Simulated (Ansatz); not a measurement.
# Ba on Cu(111): change of the work function

How does Ba on the fcc site change the work function of Cu(111) as the layer fills?

Method: plane-wave DFT, RPBE, Ansatz PAW, in the first sound run; inputs show where later runs differ, in Ansatz 0.2.0.

**1. The starting structure**

The cell holds 4 atoms: 4 Cu. Cell: a = 2.553 Å, b = 2.553 Å, c = 24.253 Å, α = 90.0°, β = 90.0°, γ = 60.0°. Vacuum lies along c.

Coordinates:

```cif
data_structure
_symmetry_space_group_name_H-M 'P 1'
_symmetry_Int_Tables_number 1
_cell_length_a 2.5527
_cell_length_b 2.5527
_cell_length_c 24.2527
_cell_angle_alpha 90.000
_cell_angle_beta 90.000
_cell_angle_gamma 60.000
_cell_volume 136.86
loop_
_atom_site_label
_atom_site_type_symbol
_atom_site_fract_x
_atom_site_fract_y
_atom_site_fract_z
_atom_site_occupancy
Cu1 Cu 0.00000 0.00000 0.37109 1
Cu2 Cu 0.33333 0.33333 0.45703 1
Cu3 Cu 0.66667 0.66667 0.54297 1
Cu4 Cu 0.00000 0.00000 0.62891 1
```

**2. The clean slab**

The bare slab comes first, as the zero from which every change is counted. The two lowest layers are held at bulk places and the upper ones relax. The dipole correction removes the false field that a one-sided slab makes across the periodic vacuum, so each face gets a flat vacuum level of its own.

File input.yaml:

```yaml
crystal:
  lattice:
    - [2.5526554801, 0.0, 0.0]
    - [1.27632774, 2.2106644929, 0.0]
    - [0.0, 0.0, 24.2527034153]
  atoms:
    - { symbol: Cu, position: [0.0, 0.0, 0.3710926508] }
    - { symbol: Cu, position: [0.3333333333, 0.3333333333, 0.4570308836] }
    - { symbol: Cu, position: [0.6666666667, 0.6666666667, 0.5429691164] }
    - { symbol: Cu, position: [0.0, 0.0, 0.6289073492] }
kpoints:
  mp_grid: { grid: [13, 13, 1] }
hamiltonian:
  xc: rpbe
scf:
  occupations: { method: fermi_dirac, width: 0.1 }
  convergence: { dr2_threshold: 1.0e-08 }
efield:
  axis: 3
  dipole_correction: true
  ramp_position: 0.97
  ramp_width: 0.06
relax:
  f_tol: 0.02
  max_steps: 60
  constraints: [{ sites: [0, 1] }]
output:
  write_potential: true
  write_density: true
  volumetric_format: npy
```

Command:

```sh
ansatz run input.yaml --threads 4 --pin off --max-ram 12288MiB --backend cpu --events-out ev --progress --plain --runs-dir out
```

Numbers of over 12 decimals in the logs are rounded to 6 here.

What it wrote:

```text
Engine: ansatz 0.2.0, aarch64-unknown-linux-gnu
Pseudopotentials: kind: paw
Pseudopotential: Cu, paw, valence charge 19, recommended cutoff 420 eV (normal), Cu.paw.azcp
Functional definition: RPBE
  parameter kappa = 0.804
  parameter beta = 0.066725
  exchange = rpbe_x(kappa = kappa, mu = beta*pi^2/3)
  correlation = pbe_c(beta = beta)
Crystal: 4 atoms, lattice volume = 136.860 Å³
Basis set: ecut = 420 eV, 2739 PW (Γ), exchange–correlation on 36×36×360 points (8 copies of the dense FFT grid, shifted against one another)
Bands: 46, of which v1, the nominal top of the filled ones, is band 38 counted from 1 (37 counted from 0)
Symmetry: 6 space group operations
k-points: 21 of 169 (time reversal used)
Non-local potential: Cu, projectors of the file, l = 0: 3, l = 1: 2, l = 2: 3, l = 3: 1
PAW form: soft (Blöchl's): semilocal exchange-correlation on the pseudo side does not see the compensation charge
PAW frozen core: Cu, regenerated for the run's functional, and the local potential with it (the file was generated under x = pbe(κ = 0.804, μ = 0.219515), c = pbe(β = 0.066725))
PAW one-centre angular grid: Cu, 590 points (default); XC on 64 Gauss nodes
Initial density: superposition of atomic densities (neutral atoms: chi_scale 0, normalization atom), corrected by the library's trained network
Initial wavefunctions: pseudopotential atomic-orbital guess
Functional: x = rpbe, c = pbe(β = 0.066725)
SCF iter   1: F=—  HF=-26520.660581 eV  |F-HF|=—  |Δ(HF+E_count)|=         —  Δρ=5.97e-3  dr2=4.55e-2  ethr=1.77e-3  p=0.000 e·Å  D=5.28e-14 V/Å  ΔV_dip=-0.00 eV  dr2_dipole=6.00e-8  V_vac-E_F(+/−)=4.64/4.65 eV  ⟨swp⟩=8.5  Hψ=4230  notcnv=0  defer=18
efield: sawtooth ramp at fractional position 0.9700 (set: `efield.ramp_position`, or a place that a band, a saddle search or an elastic batch's reference lends), width 0.0600; the density the first Hamiltonian is built on has a dipole p = 0.000 e·Å; the dipole correction subtracts the counter field D = 5.28e-14 V/Å, which shifts the + side's vacuum level by -0.00 eV against the − side's; the planar-averaged density in the ramp window peaks in size at 4.1e-5 e/Å³
preconditioner: auto → LDOS  [metal: Δε(μ)=0.066 eV  Ē_g=8.405 eV  σ=0.100 eV  W_gap=0.16  n_scr=18 (ndim 8)  ℏωp=21.1 eV  f_vac=0.614  D(μ)=1.54/eV (n_scr^D=10)  β→1.0]
SCF iter   2: F=—  HF=-26520.723360 eV  |F-HF|=—  |Δ(HF+E_count)|=   6.28e-2  Δρ=1.88e-2  dr2=2.65e-1  ethr=5.99e-5  p=-0.000 e·Å  D=-2.43e-5 V/Å  ΔV_dip=0.00 eV  dr2_dipole=5.31e-8  V_vac-E_F(+/−)=4.58/4.58 eV  ⟨swp⟩=3.0  Hψ=2407  notcnv=0  defer=32
SCF iter   3: F=—  HF=-26520.659568 eV  |F-HF|=—  |Δ(HF+E_count)|=   6.38e-2  Δρ=1.57e-3  dr2=2.09e-3  ethr=5.99e-5  p=-0.000 e·Å  D=-1.06e-5 V/Å  ΔV_dip=0.00 eV  dr2_dipole=4.95e-8  V_vac-E_F(+/−)=4.66/4.66 eV  ⟨swp⟩=2.3  Hψ=1874  notcnv=0  defer=32
SCF iter   4: F=—  HF=-26520.659084 eV  |F-HF|=—  |Δ(HF+E_count)|=   4.85e-4  Δρ=7.93e-4  dr2=7.03e-4  ethr=2.75e-6  p=0.000 e·Å  D=1.15e-6 V/Å  ΔV_dip=-0.00 eV  dr2_dipole=1.05e-12  V_vac-E_F(+/−)=4.64/4.64 eV  ⟨swp⟩=3.4  Hψ=2226  notcnv=0  defer=32
SCF iter   5: F=—  HF=-26520.659007 eV  |F-HF|=—  |Δ(HF+E_count)|=   7.69e-5  Δρ=4.37e-4  dr2=2.06e-4  ethr=9.25e-7  p=-0.000 e·Å  D=-6.03e-7 V/Å  ΔV_dip=0.00 eV  dr2_dipole=1.81e-11  V_vac-E_F(+/−)=4.65/4.65 eV  ⟨swp⟩=2.0  Hψ=1376  notcnv=0  defer=32
SCF iter   6: F=—  HF=-26520.658992 eV  |F-HF|=—  |Δ(HF+E_count)|=   1.45e-5  Δρ=7.52e-5  dr2=6.89e-6  ethr=2.71e-7  p=-0.000 e·Å  D=-2.71e-7 V/Å  ΔV_dip=0.00 eV  dr2_dipole=1.26e-11  V_vac-E_F(+/−)=4.65/4.65 eV  ⟨swp⟩=2.0  Hψ=1234  notcnv=0  defer=32
SCF iter   7: F=—  HF=-26520.658978 eV  |F-HF|=—  |Δ(HF+E_count)|=   1.45e-5  Δρ=1.67e-5  dr2=1.37e-7  ethr=9.06e-9  p=-0.000 e·Å  D=-1.53e-7 V/Å  ΔV_dip=0.00 eV  dr2_dipole=1.12e-11  V_vac-E_F(+/−)=4.65/4.65 eV  ⟨swp⟩=2.0  Hψ=1419  notcnv=0  defer=29
SCF iter   8: F=-26520.658980 eV  HF=-26520.658980 eV  |F-HF|=3.71e-7  |Δ(HF+E_count)|=   2.34e-6  Δρ=3.68e-6  dr2=9.33e-9  ethr=1.32e-11  p=-0.000 e·Å  D=-5.17e-8 V/Å  ΔV_dip=0.00 eV  dr2_dipole=4.35e-12  V_vac-E_F(+/−)=4.65/4.65 eV  ⟨swp⟩=8.3  Hψ=7436  notcnv=0
SCF 1 converged in 8 iterations: F = -26520.658980 eV  dr2 = 9.33e-9
  greatest PAW one-centre occupation: 1.000 electrons in one spin orbital (limit 2), on the Cu atom at site 3 (counted from 0), in its partial waves of l = 0
relax step   1: F+E_penalty+E_count = -26520.65898031 eV  Δ(F+E_penalty+E_count) = +0.000e0 eV  max|allowed force component| = 1.722e-1 eV/Å  Δτ_max = 0.0000 Å  (8 SCF iters, accepted)
Initial density: handed on by an earlier stage of this run
Initial wavefunctions: those handed on with the density
iter 1 solved again at ethr=7.25e-6 eV; its pass at ethr=3.10e-3 eV (dr2=5.51e-3 eV) is discarded
SCF iter   1: F=—  HF=-26520.667658 eV  |F-HF|=—  |Δ(HF+E_count)|=         —  Δρ=2.84e-3  dr2=5.54e-3  ethr=7.25e-6  p=0.000 e·Å  D=1.76e-6 V/Å  ΔV_dip=-0.00 eV  dr2_dipole=6.94e-5  V_vac-E_F(+/−)=4.65/4.65 eV  ⟨swp⟩=2.6  Hψ=3373  notcnv=0  defer=32
efield: sawtooth ramp at fractional position 0.9700 (set: `efield.ramp_position`, or a place that a band, a saddle search or an elastic batch's reference lends), width 0.0600; the density the first Hamiltonian is built on has a dipole p = 0.000 e·Å; the dipole correction subtracts the counter field D = 1.76e-6 V/Å, which shifts the + side's vacuum level by -0.00 eV against the − side's; the planar-averaged density in the ramp window peaks in size at 2.5e-5 e/Å³
preconditioner: auto → LDOS  [metal: Δε(μ)=0.209 eV  Ē_g=8.442 eV  σ=0.100 eV  W_gap=0.39  n_scr=18 (ndim 8)  ℏωp=21.1 eV  f_vac=0.613  D(μ)=1.60/eV (n_scr^D=10)  β→1.0]
SCF iter   2: F=—  HF=-26520.665790 eV  |F-HF|=—  |Δ(HF+E_count)|=   1.87e-3  Δρ=1.45e-3  dr2=3.76e-3  ethr=7.25e-6  p=0.001 e·Å  D=1.08e-3 V/Å  ΔV_dip=-0.03 eV  dr2_dipole=6.71e-4  V_vac-E_F(+/−)=4.62/4.65 eV  ⟨swp⟩=2.0  Hψ=1694  notcnv=0  defer=32
SCF iter   3: F=—  HF=-26520.665609 eV  |F-HF|=—  |Δ(HF+E_count)|=   1.81e-4  Δρ=1.83e-3  dr2=2.99e-3  ethr=4.94e-6  p=-0.000 e·Å  D=-6.43e-4 V/Å  ΔV_dip=0.02 eV  dr2_dipole=1.16e-4  V_vac-E_F(+/−)=4.67/4.65 eV  ⟨swp⟩=2.0  Hψ=1755  notcnv=0  defer=32
SCF iter   4: F=—  HF=-26520.665107 eV  |F-HF|=—  |Δ(HF+E_count)|=   5.02e-4  Δρ=3.04e-4  dr2=1.43e-4  ethr=3.93e-6  p=-0.000 e·Å  D=-4.24e-4 V/Å  ΔV_dip=0.01 eV  dr2_dipole=1.94e-5  V_vac-E_F(+/−)=4.66/4.65 eV  ⟨swp⟩=2.0  Hψ=1236  notcnv=0  defer=32
SCF iter   5: F=—  HF=-26520.665122 eV  |F-HF|=—  |Δ(HF+E_count)|=   1.49e-5  Δρ=2.49e-4  dr2=6.57e-5  ethr=1.88e-7  p=-0.000 e·Å  D=-3.10e-4 V/Å  ΔV_dip=0.01 eV  dr2_dipole=7.58e-6  V_vac-E_F(+/−)=4.66/4.65 eV  ⟨swp⟩=2.0  Hψ=1382  notcnv=0  defer=32
SCF iter   6: F=—  HF=-26520.665106 eV  |F-HF|=—  |Δ(HF+E_count)|=   1.58e-5  Δρ=5.80e-5  dr2=6.75e-6  ethr=8.64e-8  p=-0.000 e·Å  D=-3.57e-4 V/Å  ΔV_dip=0.01 eV  dr2_dipole=1.66e-6  V_vac-E_F(+/−)=4.66/4.65 eV  ⟨swp⟩=2.0  Hψ=1368  notcnv=0  defer=32
SCF iter   7: F=—  HF=-26520.665098 eV  |F-HF|=—  |Δ(HF+E_count)|=   8.37e-6  Δρ=1.53e-5  dr2=3.66e-7  ethr=8.88e-9  p=-0.000 e·Å  D=-3.65e-4 V/Å  ΔV_dip=0.01 eV  dr2_dipole=7.83e-8  V_vac-E_F(+/−)=4.66/4.65 eV  ⟨swp⟩=2.1  Hψ=1407  notcnv=0  defer=32
SCF iter   8: F=—  HF=-26520.665099 eV  |F-HF|=—  |Δ(HF+E_count)|=   7.37e-7  Δρ=8.37e-6  dr2=9.22e-8  ethr=4.82e-10  p=-0.000 e·Å  D=-3.61e-4 V/Å  ΔV_dip=0.01 eV  dr2_dipole=1.28e-8  V_vac-E_F(+/−)=4.66/4.65 eV  ⟨swp⟩=2.0  Hψ=1399  notcnv=0  defer=32
SCF iter   9: F=-26520.665099 eV  HF=-26520.665099 eV  |F-HF|=7.96e-8  |Δ(HF+E_count)|=   2.04e-7  Δρ=2.06e-6  dr2=4.59e-9  ethr=1.32e-11  p=-0.000 e·Å  D=-3.59e-4 V/Å  ΔV_dip=0.01 eV  dr2_dipole=2.42e-10  V_vac-E_F(+/−)=4.66/4.65 eV  ⟨swp⟩=8.1  Hψ=6978  notcnv=0
SCF 2 converged in 9 iterations: F = -26520.665099 eV  dr2 = 4.59e-9
relax step   2: F+E_penalty+E_count = -26520.66509894 eV  Δ(F+E_penalty+E_count) = -6.119e-3 eV  max|allowed force component| = 1.005e-1 eV/Å  Δτ_max = 0.0395 Å  (9 SCF iters, accepted)
SCF iter   1: F=—  HF=-26520.672778 eV  |F-HF|=—  |Δ(HF+E_count)|=         —  Δρ=3.80e-3  dr2=9.48e-3  ethr=1.32e-4  p=-0.000 e·Å  D=-3.59e-4 V/Å  ΔV_dip=0.01 eV  dr2_dipole=8.19e-5  V_vac-E_F(+/−)=4.66/4.65 eV  ⟨swp⟩=4.7  Hψ=2397  notcnv=0  defer=32
efield: sawtooth ramp at fractional position 0.9700 (set: `efield.ramp_position`, or a place that a band, a saddle search or an elastic batch's reference lends), width 0.0600; the density the first Hamiltonian is built on has a dipole p = -0.000 e·Å; the dipole correction subtracts the counter field D = -3.59e-4 V/Å, which shifts the + side's vacuum level by +0.01 eV against the − side's; the planar-averaged density in the ramp window peaks in size at 1.7e-5 e/Å³
preconditioner: auto → LDOS  [metal: Δε(μ)=0.233 eV  Ē_g=8.408 eV  σ=0.100 eV  W_gap=0.42  n_scr=18 (ndim 8)  ℏωp=21.1 eV  f_vac=0.609  D(μ)=1.61/eV (n_scr^D=10)  β→1.0]
SCF iter   2: F=—  HF=-26520.669810 eV  |F-HF|=—  |Δ(HF+E_count)|=   2.97e-3  Δρ=2.38e-3  dr2=1.03e-2  ethr=1.25e-5  p=0.001 e·Å  D=1.93e-3 V/Å  ΔV_dip=-0.05 eV  dr2_dipole=2.49e-3  V_vac-E_F(+/−)=4.61/4.66 eV  ⟨swp⟩=2.1  Hψ=1934  notcnv=0  defer=32
SCF iter   3: F=—  HF=-26520.669895 eV  |F-HF|=—  |Δ(HF+E_count)|=   8.54e-5  Δρ=3.29e-3  dr2=9.79e-3  ethr=1.25e-5  p=-0.001 e·Å  D=-1.03e-3 V/Å  ΔV_dip=0.02 eV  dr2_dipole=5.50e-4  V_vac-E_F(+/−)=4.68/4.66 eV  ⟨swp⟩=2.0  Hψ=1771  notcnv=0  defer=32
SCF iter   4: F=—  HF=-26520.668196 eV  |F-HF|=—  |Δ(HF+E_count)|=   1.70e-3  Δρ=3.04e-4  dr2=4.86e-4  ethr=1.25e-5  p=-0.000 e·Å  D=-5.65e-4 V/Å  ΔV_dip=0.01 eV  dr2_dipole=1.71e-4  V_vac-E_F(+/−)=4.67/4.65 eV  ⟨swp⟩=2.0  Hψ=1387  notcnv=0  defer=32
SCF iter   5: F=—  HF=-26520.668241 eV  |F-HF|=—  |Δ(HF+E_count)|=   4.49e-5  Δρ=4.60e-4  dr2=2.30e-4  ethr=6.40e-7  p=-0.001 e·Å  D=-6.66e-4 V/Å  ΔV_dip=0.02 eV  dr2_dipole=2.98e-5  V_vac-E_F(+/−)=4.67/4.65 eV  ⟨swp⟩=2.0  Hψ=1391  notcnv=0  defer=32
SCF iter   6: F=—  HF=-26520.668197 eV  |F-HF|=—  |Δ(HF+E_count)|=   4.31e-5  Δρ=1.50e-4  dr2=2.80e-5  ethr=3.02e-7  p=-0.001 e·Å  D=-8.71e-4 V/Å  ΔV_dip=0.02 eV  dr2_dipole=3.74e-6  V_vac-E_F(+/−)=4.67/4.65 eV  ⟨swp⟩=2.0  Hψ=1348  notcnv=0  defer=32
SCF iter   7: F=—  HF=-26520.668198 eV  |F-HF|=—  |Δ(HF+E_count)|=   4.81e-7  Δρ=2.32e-5  dr2=4.39e-7  ethr=3.68e-8  p=-0.001 e·Å  D=-8.89e-4 V/Å  ΔV_dip=0.02 eV  dr2_dipole=1.15e-8  V_vac-E_F(+/−)=4.67/4.65 eV  ⟨swp⟩=2.0  Hψ=1325  notcnv=0  defer=32
SCF iter   8: F=—  HF=-26520.668192 eV  |F-HF|=—  |Δ(HF+E_count)|=   6.14e-6  Δρ=1.41e-5  dr2=2.05e-7  ethr=5.78e-10  p=-0.001 e·Å  D=-8.77e-4 V/Å  ΔV_dip=0.02 eV  dr2_dipole=1.45e-8  V_vac-E_F(+/−)=4.67/4.65 eV  ⟨swp⟩=2.6  Hψ=1850  notcnv=0  defer=32
SCF iter   9: F=—  HF=-26520.668193 eV  |F-HF|=—  |Δ(HF+E_count)|=   9.32e-7  Δρ=4.44e-6  dr2=1.64e-8  ethr=2.70e-10  p=-0.001 e·Å  D=-8.72e-4 V/Å  ΔV_dip=0.02 eV  dr2_dipole=3.17e-10  V_vac-E_F(+/−)=4.67/4.65 eV  ⟨swp⟩=2.1  Hψ=1396  notcnv=0  defer=32
SCF iter  10: F=-26520.668193 eV  HF=-26520.668193 eV  |F-HF|=3.37e-8  |Δ(HF+E_count)|=   3.55e-7  Δρ=2.63e-6  dr2=7.30e-9  ethr=1.32e-11  p=-0.001 e·Å  D=-8.69e-4 V/Å  ΔV_dip=0.02 eV  dr2_dipole=1.90e-10  V_vac-E_F(+/−)=4.67/4.65 eV  ⟨swp⟩=9.5  Hψ=6600  notcnv=0
SCF 3 converged in 10 iterations: F = -26520.668193 eV  dr2 = 7.30e-9
relax step   3: F+E_penalty+E_count = -26520.66819313 eV  Δ(F+E_penalty+E_count) = -3.094e-3 eV  max|allowed force component| = 5.307e-3 eV/Å  Δτ_max = 0.0538 Å  (10 SCF iters, accepted)
NSCF: frozen V_eff on 21 k-points
the band table was solved once a step of the walk had ended and its energy, with any forces and stress, was formed, with the checks that follow a solve (5193 applications of the Hamiltonian). They found nothing against the state; the energy, forces and stress were not computed again (output.eigenvalues in the input reference)
WARN: The input density's exchange-correlation potential varies sharply where the density is thin. Do not read a vacuum level from v_tot or v_xc, or from such a field of the output density. On a cell that repeats whose density bears no net charge and no dipole along the vacuum's axis use v_es (v_loc + v_h of the components); under efield.dipole_correction with no amplitude use v_es + v_field, which holds any external [...]
SCF converged after 10 iterations
Free energy (F): -26520.668193 eV
Harris-Foulkes:  -26520.668193 eV  (|F-HF|=3.37e-8)
Internal energy: -26520.616235 eV  (E = F + TS)
E sigma→0 (E₀):  -26520.642214 eV
Entropy (-TS):   -0.051958 eV (-12.989 meV/atom)
Fermi energy:    2.827075 eV
Dipole field:    D = -0.000846 V/Å  (p = -0.000640 e·Å, saw-weighted, corrected)
Work function:   Φ+ = 4.6691 eV   Φ− = 4.6486 eV
Levels:          The Fermi level and band energies are counted from a zero that moves with the ramp; work functions are not
--- Per-component energies (eV) ---
  E_band       = -2483.728732
  E_kinetic    = 1197.319551
  E_local      = -179143.606834  (includes V_loc(G=0)·N_el)
  E_nonlocal   = 1563.258334
  E_hartree    = 88086.424858
  E_xc         = -355.893483
  E_vxc        = -458.233279  (∫ρ·V_xc dr)
  E_paw        = -6678.089895  (= ΣΔE_a)
  E_vpaw       = -1815.336344  (= ΣTr[D̂ρ^β])
  E_aug_tail   = 0.001203  (compensation charges beyond the density's cutoff)
  E_efield     = 0.000000  (sawtooth field / dipole correction)
  E_vefield    = 0.002313  (∫n·V_field dr)
  E_ewald      = 68810.139075
  E_core_change = -0.169045  (= ΣΔE_core)
  E_smearing   = -0.051958  (= −TS)
  E_closure    = -0.000000  (closes the sum)
  Σ components = -26520.668193   (vs F -26520.668193, Δ=0.00e0)
--- Forces (eV/Å), atoms counted from 1 ---
  atom   1  Cu    -0.00000000     0.00000000    -0.16121045
  atom   2  Cu     0.00000000    -0.00000000     0.15601457
  atom   3  Cu    -0.00000000     0.00000000    -0.00008049
  atom   4  Cu    -0.00000000    -0.00000000     0.00530652
  max |Σ_I F_I| component: 3.02e-5 eV/Å
--- Band table (eV; the first three rows and the last of 21) ---
  k-point 0: bands = [... 34 lower, 0.8785, 1.1880, 1.1880, 1.2893, 1.2893, 1.6456, 2.5772, 6.8683, ... 4 higher]
  k-point 1: bands = [... 34 lower, 0.8876, 0.9829, 1.1041, 1.1845, 1.2903, 2.0228, 3.0519, 7.0219, ... 4 higher]
  k-point 2: bands = [... 34 lower, 0.8169, 0.8778, 1.1743, 1.2925, 1.3021, 2.6594, 4.0445, 7.4828, ... 4 higher]
  k-point 20: bands = [... 34 lower, 1.2100, 1.2561, 5.1247, 6.0149, 7.0767, 7.4492, 7.5929, 8.4894, ... 4 higher]
--- Relaxed structure (3 steps of the walk, 3 accepted, 0 SCFs on fresh bases) ---
  F+E_penalty+E_count = -26520.66819313 eV   max|allowed force component| = 5.307e-3 eV/Å
  atoms:
    - { symbol: Cu, position: [0.0, 0.0, 0.3710926508] }
    - { symbol: Cu, position: [0.333333, 0.333333, 0.4570308836] }
    - { symbol: Cu, position: [0.666667, 0.666667, 0.545055] }
    - { symbol: Cu, position: [4.0559899618606245e-18, 0, 0.632753] }
```

It took 12 s on 4 threads of Arm Neoverse V2, shared host; peak memory 0.46 GiB; 45 s of CPU time.

Step by step:

| step | energy less that of the first step (eV) | largest force component (eV/Å) |
| --- | --- | --- |
| 1 | 0.0000 | 0.1722 |
| 2 | -0.0061 | 0.1005 |
| 3 | -0.0092 | 0.0053 |

The run keeps the 6 symmetry operations that it works with, so distortions that break them were not tested.

The atoms that moved most (Å):

| atom | dx | dy | dz | length |
| --- | --- | --- | --- | --- |
| Cu4 | 0.000 | 0.000 | 0.093 | 0.093 |
| Cu3 | 0.000 | 0.000 | 0.051 | 0.051 |

Numbers from this step:

```
energy at zero smearing        : -26520.6422 eV
work function, upper face      : 4.669 eV
work function, lower face      : 4.649 eV
dipole along the normal        : -6.40e-4 e·Å
step between the vacuum levels : 0.02053 eV
```

Running mean over 2.084 Å of the planar mean; the ramp of the sawtooth is left out. Electron's electrostatic potential energy less the Fermi level against z:

| z (Å) | electron's electrostatic potential energy less the Fermi level (eV) |
| --- | --- |
| 3 | 4.65 |
| 4 | 4.65 |
| 5 | 4.64 |
| 6 | 4.59 |
| 7 | 3.97 |
| 8 | -2.82 |
| 9 | -8.56 |
| 10 | -8.82 |
| 11 | -8.89 |
| 12 | -8.43 |
| 13 | -8.80 |
| 14 | -8.47 |
| 15 | -8.57 |
| 16 | -6.05 |
| 17 | 2.89 |
| 18 | 4.54 |
| 19 | 4.66 |
| 20 | 4.67 |
| 21 | 4.67 |

The relaxation took 3 steps and lowered the energy by 0.0092 eV; the largest force on the free atoms ends at 0.0053 eV/Å.

The work function of the upper face is 4.67 eV.

(Part 1 of 5 ends here.)

[Logs are printed without paths, hosts, clocks, repeated set-up lines and the standing remarks that a program may print on its own settings, such as how far it seeks lower states.]

[Hosts, paths, dates, database ids (printed as entryN), source tags and the programs' standing remarks are cut or masked in the printed files.]

[Maps of the electrostatic potential energy from Ansatz leave out the sawtooth potential of an applied field or a dipole correction, so their vacuum need not be flat; planar profiles and work functions include it.]
